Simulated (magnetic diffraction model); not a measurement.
# Magnetic neutron pattern of NdAl₄FeRh₂

Space group Immm (no. 71), a = 3.9750 Å, b = 6.9710 Å, c = 9.6010 Å.

```csv
site,atom,x,y,z
2a,Nd,0,0,0
4j,Rh,0,1/2,0.7645
2d,Fe,0,1/2,0
8l,Al,1/2,0.6873,0.8396
```

This is a made-up structure (elements placed in a structure type, unrelaxed), so the numbers test the method and describe no known phase.

Only Nd and Fe are taken to order (form factors of Nd3+ and Fe2+); orders and moment sizes are assumed, and not adapted to the symmetry. Radiation: neutrons of λ = 1.594 Å, 3° to 45°; isotropic B of 0.48 Å² (Nd), 0.56 Å² (Rh), 0.81 Å² (Fe) and 0.66 Å² (Al). The intensities are simulated: I ∝ L Σ (|F_N|² + |F_M⊥|²) for unpolarised neutrons, with F_M = 2.695 fm/μB × Σ f(s) S exp(2πi Q·r) exp(−B s²) at Q = H ± k (one set where k and −k are equivalent), only the part normal to Q counting and L = 1/(sin²θ cos θ). For a modulated order the moment at position r is S exp(−2πi k·r) + c.c., with S = m/2 for a sine wave of amplitude m and S = m(u + iv)/2 for moments turning in a plane, u and v being orthogonal unit vectors in it; the phase factor of the sum at Q = H + k is then exp(2πi H·r). Form factors are spin-only for 3d ions and dipole or tabulated for f ions, scattering lengths are Sears's of 1992, and absorption is left out. A label names one of the reflections at its angle. The strongest nuclear line in the range is 100, and lines under 0.2 are left out.

Assume the order k = (0 0 1/4), a sine wave with moments along [001] (amplitudes given), 1.9 μB on Nd and 2.2 μB on Fe; signs + at (0, 0, 0), − at (0, 1/2, 0).

Predict the pattern, nuclear and magnetic parts apart.

```
2θ (°)       index  nuclear  magnetic
 14.96   (0 1 3/4)      0.0      11.5
 16.25     (0 1 1)     14.4       0.0
 17.76   (0 1 5/4)      0.0       5.6
 25.07     (1 0 1)     22.6       0.0
 26.44     (0 2 0)     31.9       0.0
 26.69     (1 1 0)     11.4       0.0
 26.80   (1 1 1/4)      0.0       7.8
 29.58  (0 1 11/4)      0.0       0.6
 31.65   (1 1 7/4)      0.0       3.7
 31.81     (0 1 3)      5.5       0.0
 32.83     (0 2 2)     10.7       0.0
 33.04     (1 1 2)     13.1       0.0
 34.08  (0 1 13/4)      0.0       0.3
 34.55   (1 1 9/4)      0.0       2.5
 36.75     (1 2 1)    100.0       0.0
 37.29     (1 0 3)     67.8       0.0
 38.79     (0 0 4)     15.6       0.0
 40.80   (0 3 3/4)      0.0       1.2
 41.33     (0 3 1)      1.2       0.0
 42.00   (0 3 5/4)      0.0       1.1
```

The strongest magnetic line in the range is (0 1 3/4) at 14.96° (11.5). On top of the Lorentz factor, which all lines share, magnetic lines fade with angle because f falls: for Nd3+ it is 0.98, 0.90, 0.79 and 0.54 at sin θ/λ = 0.1, 0.2, 0.3 and 0.5 Å⁻¹, while nuclear lengths stay constant. The order has no net moment.

[Logs are printed without paths, hosts, clocks, repeated set-up lines and the standing remarks that a program may print on its own settings, such as how far it seeks lower states.]
